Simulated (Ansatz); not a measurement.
# A thicker film of NaCl (110) from two thinner ones

In a field along its normal an insulating film takes a dipole p. Written as a length, p/(ε₀AE), it should grow by 1 − 1/ε for each ångström added.

How it was computed: Ansatz 0.2.0, plane waves with PAW datasets (its set soft_2), PBE; rocksalt films relaxed at a bulk in-plane lattice constant near the measured one, then held in weak fields of both signs with a dipole correction (A is the cell's area, E the outer field).

```tsv
run	distance between the outer atoms (Å)	p/(ε₀AE) (Å)
5 units	8.111	6.492
8 units	14.212	10.133
12 units	22.321	?
```

Q: Estimate the withheld value from the rows shown.

Two rows fix a line: slope = (10.133 − 6.492) / (14.212 − 8.111) = 0.5968, intercept 1.6513. That slope means ε = 1/(1 − 0.5968) = 2.48. At 22.321 it gives 0.5968 × 22.321 + 1.6513 = 14.972 Å, beyond the rows fitted. Rounding of the rows alone allows about ±0.003 Å there; two rows can't show whether the line holds.

The run itself gives 14.990 Å: a miss of +0.018 Å, or 0.1 % of the value. The length is met to within 1 %, though ε is more sensitive than the length: the two thickest films give ε = 2.49.

**Limits.** This is the electronic response alone. A unit is one step of the cut along the normal (a plane, a pair of planes or a cell), and the layers relax along it, away from their bulk spacing where the functional's lattice constant differs from the one held.

[Logs are printed without paths, hosts, clocks, repeated set-up lines and the standing remarks that a program may print on its own settings, such as how far it seeks lower states.]
